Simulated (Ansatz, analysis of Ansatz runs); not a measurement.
## Can an added electron hop between V atoms in VPO5 (Cc)?

Aim: the energy barrier that a trapped electron meets when it moves from one V atom to another one nearby in VPO5 (Cc). The model is a cell of 56 host atoms.

Program: Ansatz 0.2.0. Level of theory: plane-wave PAW DFT, PBEsol+U; relaxation of all atoms of a supercell at fixed charge in a uniform background. Results are calculated unless marked as measured.

Most raw output is cut from this account.

In doubt: warnings of the run leave room for a lower electronic state (Ansatz), so energies may not be the lowest and differences between runs may mislead.

### Step 1. Starting point

The cell holds 56 atoms: 8 V, 8 P and 40 O. Cell: a = 10.098 Å, b = 7.639 Å, c = 10.072 Å, α = 67.9°, β = 75.3°, γ = 67.6°. It derives from VPO5 (space group Cc). Nearest the centre at fractional (0.500, 0.213, 0.750): O56 at 0.76 Å, V8 at 1.91 Å, V2 at 1.91 Å, O22 at 2.02 Å, O18 at 2.31 Å, O44 at 2.40 Å, O34 at 2.43 Å, P10 at 2.63 Å.

Hubbard terms: V d 4.5 eV. They were chosen, not fitted, to curb self-interaction in the shells named, the trial site's among them. The two sites are V8 and V2. The cell's shortest repeat is 7.6 Å.

### Step 2. The cell without the carrier

The neutral cell is relaxed first, from small random displacements, so that bond lengths and moments with the carrier can be set beside those of a relaxed cell without it.

Input file neutral.relax/input.yaml:

```yaml
crystal:
  lattice:
    - [-3.25407698, 7.01126203, 6.49855988]
    - [3.97727673, 0.0, 6.52171869]
    - [7.2313537, 7.01126203, 0.02315881]
  atoms:
    - { symbol: V, position: [0.491308, 0.972025, 0.241097] }
    - { symbol: V, position: [0.491308, 0.972025, 0.741097] }
    - { symbol: V, position: [0.991308, 0.472025, 0.241097] }
    - { symbol: V, position: [0.991308, 0.472025, 0.741097] }
    - { symbol: V, position: [0.008903, 0.95443, 0.258692] }
    - { symbol: V, position: [0.008903, 0.95443, 0.758692] }
    - { symbol: V, position: [0.508903, 0.45443, 0.258692] }
    - { symbol: V, position: [0.508903, 0.45443, 0.758692] }
[... 44 atom lines left out ...]
    - { symbol: O, position: [0.04576, 0.722233, 0.295243] }
    - { symbol: O, position: [0.04576, 0.722233, 0.795243] }
    - { symbol: O, position: [0.54576, 0.222233, 0.295243] }
    - { symbol: O, position: [0.54576, 0.222233, 0.795243] }
basis:
  ecutwfc: 420
  xc_grid: 2
hamiltonian:
  xc: pbesol
  hubbard: { sites: [{ species: V, l: d, u_eff: 4.5 }] }
kpoints:
  mp_grid: { grid: [1, 1, 1] }
scf:
  occupations: { method: fermi_dirac, width: 0.01 }
  max_iter: 120
  lower_state_search: "off"
output:
  forces: true
relax:
  f_tol: 0.02
  max_steps: 70
  random_displacement: { amplitude: 0.04, seed: 8708 }
checkpoint:
  write: "../neutral.relax.run"
  compress: false
  write_wavefunctions: true
  write_every: 100000
```

On the command line:

```console
$ ansatz run input.yaml --threads 8 --pin off --max-ram 17899MiB --backend cpu --events-out ev --progress --plain --runs-dir out
```

Elapsed: 9.3 s, on 8 threads of Intel Xeon 6975P-C (Granite Rapids), shared host; peak memory 0.99 GiB; 52 s of CPU time.

The largest displacement from an ideal site is 0.044 Å.

### Step 3. The electron on the first site

The nearest neighbour or neighbours of the site start displaced and the site's starting moment is changed by the carrier's spin, since a carrier doesn't trap itself in the undistorted lattice.

Input file A.relax/input.yaml:

```yaml
crystal:
  lattice:
    - [-3.25407698, 7.01126203, 6.49855988]
    - [3.97727673, 0.0, 6.52171869]
    - [7.2313537, 7.01126203, 0.02315881]
  atoms:
    - { symbol: V, position: [0.490559, 0.969922, 0.240182] }
    - { symbol: V, position: [0.490457, 0.969742, 0.739998] }
    - { symbol: V, position: [0.990437, 0.469936, 0.240344] }
    - { symbol: V, position: [0.990527, 0.469806, 0.740032] }
    - { symbol: V, position: [0.010752, 0.949653, 0.260198] }
    - { symbol: V, position: [0.010468, 0.949763, 0.76029] }
    - { symbol: V, position: [0.51058, 0.450063, 0.26022] }
    - { symbol: V, position: [0.510481, 0.449611, 0.760407], spin: 1.0 }
[... 44 atom lines left out ...]
    - { symbol: O, position: [0.049792, 0.717584, 0.297854] }
    - { symbol: O, position: [0.049334, 0.717703, 0.798179] }
    - { symbol: O, position: [0.549491, 0.218002, 0.29805] }
    - { symbol: O, position: [0.55416, 0.188134, 0.80254] }
total_charge: -1
basis:
  ecutwfc: 420
  xc_grid: 2
hamiltonian:
  xc: pbesol
  hubbard: { sites: [{ species: V, l: d, u_eff: 4.5 }] }
kpoints:
  mp_grid: { grid: [1, 1, 1] }
magnetization:
  spin_polarized: true
  initial_magnetization: 1
  spin_locking: { lock_magnetization: hard }
scf:
  occupations: { method: fermi_dirac, width: 0.01 }
  max_iter: 120
  lower_state_search: "off"
output:
  forces: true
relax:
  f_tol: 0.015
  max_steps: 70
  escape_saddle: false
checkpoint:
  write: "../A.relax.run"
  compress: false
  write_wavefunctions: true
  write_every: 100000
```

It took 40 s on 8 threads; peak memory 1.4 GiB; 4.4 min of CPU time.

Step by step:

| step | energy less that of the first step (eV) | largest force component (eV/Å) |
| --- | --- | --- |
| 1 | 0.0000 | 8.9213 |
| 2 | -2.4902 | 3.7185 |
| 3 | -2.2507 | 5.6534 |
| 4 | -3.2850 | 0.8741 |
| 5 | -3.3334 | 0.2590 |
| 6 | -3.3452 | 0.0968 |
| 7 | -3.3504 | 0.0503 |
| 8 | -3.3421 | 0.2625 |
| 9 | -3.3532 | 0.0211 |
| 10 | -3.3535 | 0.0166 |
| 11 | -3.3537 | 0.0164 |
| 12 | -3.3538 | 0.0095 |

Relaxation steps 3, 8 were tried and not accepted.

The atoms that moved most (Å):

| atom | dx | dy | dz | length |
| --- | --- | --- | --- | --- |
| O46 | -0.165 | -0.013 | 0.024 | 0.167 |
| O40 | 0.132 | 0.030 | -0.088 | 0.162 |
| O28 | -0.022 | -0.126 | -0.084 | 0.153 |
| O18 | 0.009 | 0.121 | 0.036 | 0.127 |
| O56 | 0.012 | -0.099 | 0.051 | 0.112 |
| V8 | -0.052 | 0.030 | -0.067 | 0.090 |
| V2 | 0.037 | 0.032 | 0.060 | 0.078 |
| O50 | 0.049 | 0.025 | 0.053 | 0.076 |

The moves above count from the input, in which the site's nearest neighbours were already displaced; the distances below compare with the cell without the carrier.

Distances from V8 without and with the electron:

| atom | without (Å) | with (Å) |
| --- | --- | --- |
| O56 | 1.57 | 1.61 |
| O18 | 1.86 | 1.95 |
| O28 | 1.89 | 1.95 |
| O46 | 1.89 | 1.95 |
| O40 | 1.90 | 1.96 |

The largest changes of the moments are 0.72 μB on V8, -0.11 μB on O56 and 0.03 μB on V7. The largest part sits on the chosen site.

### Step 4. The electron on the second site

The same start is made on the second site, to get the end of the hop.

Input file B.relax/input.yaml:

```yaml
crystal:
  lattice:
    - [-3.25407698, 7.01126203, 6.49855988]
    - [3.97727673, 0.0, 6.52171869]
    - [7.2313537, 7.01126203, 0.02315881]
  atoms:
    - { symbol: V, position: [0.490559, 0.969922, 0.240182] }
    - { symbol: V, position: [0.490457, 0.969742, 0.739998], spin: 1.0 }
[... 5 atom lines left out ...]
    - { symbol: V, position: [0.510481, 0.449611, 0.760407] }
[... 9 atom lines left out ...]
    - { symbol: O, position: [0.382479, 0.537214, 0.627467] }
[... 3 atom lines left out ...]
    - { symbol: O, position: [0.359057, 0.236042, 0.614595] }
[... 21 atom lines left out ...]
    - { symbol: O, position: [0.665162, 0.021524, 0.582889] }
[... 11 atom lines left out ...]
    - { symbol: O, position: [0.549581, 0.217553, 0.79799] }
total_charge: -1
basis:
  ecutwfc: 420
  xc_grid: 2
hamiltonian:
  xc: pbesol
  hubbard: { sites: [{ species: V, l: d, u_eff: 4.5 }] }
kpoints:
  mp_grid: { grid: [1, 1, 1] }
magnetization:
  spin_polarized: true
  initial_magnetization: 1
  spin_locking: { lock_magnetization: hard }
scf:
  occupations: { method: fermi_dirac, width: 0.01 }
  max_iter: 120
  lower_state_search: "off"
output:
  forces: true
relax:
  f_tol: 0.015
  max_steps: 70
  escape_saddle: false
checkpoint:
  write: "../B.relax.run"
  compress: false
  write_wavefunctions: true
  write_every: 100000
```

Wall time 34 s (8 threads); peak memory 1.4 GiB.

Distances from V2 without and with the electron:

| atom | without (Å) | with (Å) |
| --- | --- | --- |
| O50 | 1.57 | 1.61 |
| O32 | 1.86 | 1.95 |
| O22 | 1.89 | 1.96 |
| O34 | 1.89 | 1.95 |
| O44 | 1.90 | 1.96 |

The largest changes of the moments are 0.72 μB on V2, -0.11 μB on O50 and 0.03 μB on V4. The largest part sits on the chosen site.

### Step 5. Points on the line between the two structures

All atoms move on the straight line between the two relaxed structures, 2.46 amu^1/2 Å long in mass-weighted terms. Each point starts from the state of the point before, once from either end, so that both localised states can be followed; the midpoint is also started with the carrier shared.

Input file A.x0500/input.yaml:

```yaml
crystal:
  lattice:
    - [-3.25407698, 7.01126203, 6.49855988]
    - [3.97727673, 0.0, 6.52171869]
    - [7.2313537, 7.01126203, 0.02315881]
  atoms:
    - { symbol: V, position: [0.490289, 0.970835, 0.240516] }
    - { symbol: V, position: [0.490917, 0.968739, 0.739893] }
[... 5 atom lines left out ...]
    - { symbol: V, position: [0.510949, 0.448687, 0.759942], spin: 1.0 }
[... 9 atom lines left out ...]
    - { symbol: O, position: [0.380369, 0.54198, 0.622622] }
[... 3 atom lines left out ...]
    - { symbol: O, position: [0.367165, 0.213102, 0.626254] }
[... 21 atom lines left out ...]
    - { symbol: O, position: [0.64986, 0.019361, 0.59333] }
[... 11 atom lines left out ...]
    - { symbol: O, position: [0.547588, 0.214979, 0.795885] }
total_charge: -1
basis:
  ecutwfc: 420
  xc_grid: 2
hamiltonian:
  xc: pbesol
  hubbard: { sites: [{ species: V, l: d, u_eff: 4.5 }] }
kpoints:
  mp_grid: { grid: [1, 1, 1] }
magnetization:
  spin_polarized: true
  initial_magnetization: 1
  spin_locking: { lock_magnetization: hard }
scf:
  occupations: { method: fermi_dirac, width: 0.01 }
  max_iter: 120
  lower_state_search: "off"
output:
  forces: true
  eigenvalues: true
  eigenstates: { localisation: true }
  write_density: true
  write_potential: true
  volumetric_format: npy
checkpoint:
  read: "../A.x0375.run"
  write: "../A.x0500.run"
  compress: false
  write_wavefunctions: true
  write_every: 100000
```

The job ended after 6.5 s (8 threads; peak memory 1.4 GiB).

From eigenstates.tsv, first k-point; energies on the run's zero. The participation number counts the atoms that a state is spread over, of 56; bands count from 0.

| spin | band | energy (eV) | occupation | participation | largest share on | share |
| --- | --- | --- | --- | --- | --- | --- |
| down | 186 | 4.078 | 1.00 | 14.8 | O40 | 0.12 |
| down | 187 | 4.222 | 1.00 | 11.6 | O28 | 0.20 |
| down | 188 | 4.240 | 1.00 | 22.2 | O28 | 0.11 |
| down | 189 | 4.309 | 1.00 | 16.6 | O28 | 0.15 |
| down | 190 | 4.473 | 1.00 | 13.8 | O56 | 0.17 |
| down | 191 | 4.592 | 1.00 | 12.3 | O18 | 0.16 |
| down | 192 | 6.425 | 0.00 | 6.7 | V6 | 0.24 |
| down | 193 | 6.518 | 0.00 | 5.1 | V2 | 0.39 |
| down | 194 | 6.638 | 0.00 | 5.7 | V1 | 0.28 |
| down | 195 | 6.888 | 0.00 | 7.0 | V4 | 0.25 |
| down | 196 | 6.973 | 0.00 | 7.2 | V4 | 0.28 |
| up | 187 | 4.237 | 1.00 | 18.5 | O28 | 0.15 |
| up | 188 | 4.245 | 1.00 | 14.9 | O28 | 0.18 |
| up | 189 | 4.312 | 1.00 | 15.4 | O28 | 0.16 |
| up | 190 | 4.500 | 1.00 | 12.8 | O56 | 0.17 |
| up | 191 | 4.580 | 1.00 | 12.1 | O46 | 0.18 |
| up | 192 | 5.506 | 1.00 | 3.2 | V8 | 0.53 |
| up | 193 | 6.382 | 0.00 | 4.3 | V2 | 0.43 |
| up | 194 | 6.476 | 0.00 | 7.0 | V5 | 0.27 |
| up | 195 | 6.600 | 0.00 | 7.8 | V1 | 0.23 |
| up | 196 | 6.792 | 0.00 | 6.0 | V7 | 0.35 |
| up | 197 | 6.913 | 0.00 | 9.4 | V6 | 0.18 |

Under PBEsol+U (4.5 eV) at the zone centre alone, the highest filled state is spin up, spread over 3 of 56 atoms, and the lowest empty one, 0.88 eV above it, is spin up, spread over 4 of 56 atoms.

The largest moments in the atoms' spheres: V8 0.68, O56 -0.10, V7 0.07, V2 0.02, O55 -0.01, O18 -0.01 μB.

Spin density in the bc plane at fractional x = 0.500, through the centre, with atoms of V and O within 0.45 Å of it.

Ten even steps from '0' (-0.1 e/Å³) to '9' (1.1 e/Å³), each cell a mean:
```
000000000000000000000
000000000000000000000
000000011100000000000
000000013421000000000
000000013841000000000
000000003961000000001
000000001661000000001
000000001232100000000
000000000111000000000
000000000000000000000
000000000000000000000
000000000000000000000
000000000000000000000
000000000000000000000
000000000000000000000
000000001100000000000
000000001110000000000
000000001110000000000
000000000110000000000
000000000010000000000
000000000000000000000
000000000000000000000
000000000000000000000
000000000000000000000
```
Columns run along b (7.6 Å), rows up along c (10.1 Å). Atoms in or near the plane, at fractional coordinates: V at (0.97, 0.24), V at (0.97, 0.74), V at (0.45, 0.26), V at (0.45, 0.76), O at (0.81, 0.70), O at (0.21, 0.80).

Valence density in the bc plane at fractional x = 0.500, through the centre, with atoms of V and O within 0.45 Å of it. It is the smooth field of the valence electrons, not physical close to the nuclei.

Ten steps, logarithmic in the rise over the least value, from '_' (0 e/Å³) to '@' (13 e/Å³), each cell a mean:
```
__________________________________________
________________........__________....____
____..::--::....::::::....______..........
....::==++++==--++++--::..______....::--::
==::::==**##++++%%%%##==......::::::==****
%%==::--++**++++%%@@@@##::..::======**@@@@
@@**::..::------++%%%%##--..--++******%%@@
##++::..........::==++==::..::==****++++##
::::......______..::::::..__..::======::::
__........________........______..........
____________________......________________
__________________________________________
__________________________________________
________________........________......____
____..::--::::....::::....______....::....
....::==++++==--====--::..______....::::::
==::::==****++++%%%%##==........::::==****
%%++::::==++++++%%@@@@##--..::--====**%%@@
@@**::..::::----++%%%%##--..::++****++%%@@
##++::..........::==++==::..::==****++++##
--::::....______..::::::......::--====--::
..........________..::::..______..........
____________________......________________
__________________________________________
```
Columns run along b (7.6 Å), rows up along c (10.1 Å). Atoms in or near the plane, at fractional coordinates: V at (0.97, 0.24), V at (0.97, 0.74), V at (0.45, 0.26), V at (0.45, 0.76), O at (0.81, 0.70), O at (0.21, 0.80).

Electrostatic potential energy in the bc plane at fractional x = 0.500, through the centre, with atoms of V and O within 0.45 Å of it. With pseudopotentials it is smooth inside the atoms' cores, unlike the true potential.

Values in eV, 13 rows by 16 columns, each cell a mean:
```
 12  12  12  12  11  10  10  11  11  11  10  10  11  11  11  12
  9  11   9   3   6   4  -2   1   7  10  11  10   9   6   4   5
-14   3   4 -18 -21 -13 -25 -22 -18   2   9   9   5  -5 -24 -24
-27 -14   6   7   4   1 -17 -22 -25  -9   6  -1 -22 -19 -24 -25
-12  -3   7  10  11  10   7   2   0   4   8   8  -3  -7   1  -8
  9   9  10  11  11  11  11  11  10  11  11  11  12  11  11  10
 12  12  12  12  11  10  10  11  11  11  11  11  12  12  12  12
 11  11  11  10   9   8   7   8  10  11  10  10  10  10   9  10
  0   7   5 -13 -10  -7 -19 -17  -5   7  10  10   8   1 -10  -9
-24  -7   5  -3 -11 -10 -26 -24 -26  -6   7   6  -4 -10 -27 -25
-25 -13   5   9  10   7  -4 -16 -18  -4   6   5 -17 -20 -13 -22
  3   5   9  10  11  10  10   8   7   8  10  11  10   8   8   6
 11  11  12  12  11  11  11  11  11  11  11  11  12  12  12  12
```
Columns run along b (7.6 Å; values clipped at the 3rd and 97th percentile), rows up along c (10.1 Å). Atoms in or near the plane, at fractional coordinates: V at (0.97, 0.24), V at (0.97, 0.74), V at (0.45, 0.26), V at (0.45, 0.76), O at (0.81, 0.70), O at (0.21, 0.80).

Free energies from the first end:

| started from | fraction | energy (eV) | moment change on V8 (μB) | on V2 (μB) |
| --- | --- | --- | --- | --- |
| first site | 0 | 0.000 | 0.72 | 0.00 |
| first site | 0.125 | 0.017 | 0.71 | 0.01 |
| first site | 0.25 | 0.065 | 0.70 | 0.01 |
| first site | 0.375 | 0.144 | 0.69 | 0.01 |
| first site | 0.5 | 0.253 | 0.68 | 0.02 |
| first site | 0.625 | 0.388 | 0.67 | 0.03 |
| second site | 0.875 | 0.017 | 0.01 | 0.71 |
| second site | 0.75 | 0.065 | 0.01 | 0.70 |
| second site | 0.625 | 0.143 | 0.01 | 0.69 |
| second site | 0.5 | 0.251 | 0.02 | 0.68 |
| second site | 0.375 | 0.386 | 0.03 | 0.67 |
| shared | 0.5 | 0.355 | 0.45 | 0.45 |
| second site | 1 | 0.000 | 0.00 | 0.72 |

### Step 6. What came out

| Quantity | Value |
| --- | --- |
| barrier forward | 0.25 eV |
| barrier backward | 0.25 eV |
| distance of the two sites without the carrier | 3.83 Å |
| carrier at the midpoint | on one site |

What this shows: On this line the electron must cross 0.25 eV to hop 3.83 Å; both ends have the same energy within 0.005 eV. At the midpoint the lowest state found keeps the carrier on one site. With an assumed attempt frequency of 1e13 per second the rate at 300 K would be 6e+08 per second for this barrier, if every crossing succeeded. A straight line need not be the lowest path, so the true barrier at this U can be lower, or higher if the ends can still break their symmetry. The second site lies about half a repeat away: the first meets it and its image at 3.83 and 3.83 Å, so the cell models a chain, and nothing is concluded on the coupling of a single pair. No run compares the localised electron with one spread in the band, so its binding is unknown and the barrier may exceed it. The program's search for lower electronic states was switched off in all runs, so that each state is followed; none is shown to be the lowest at its structure. No image-charge correction is applied; it nearly cancels along the line while the charge stays localised. Keep in mind: sampling at the zone centre alone can move energies of charged and open-shell states by tenths of an eV or more in cells of this size; the images are only 7.6 Å apart; gap and trapping depend on the U chosen (V d 4.5 eV).

[Logs are printed without paths, hosts, clocks, repeated set-up lines and the standing remarks that a program may print on its own settings, such as how far it seeks lower states.]

[Hosts, paths, dates, database ids (printed as entryN), source tags and the programs' standing remarks are cut or masked in the printed files.]
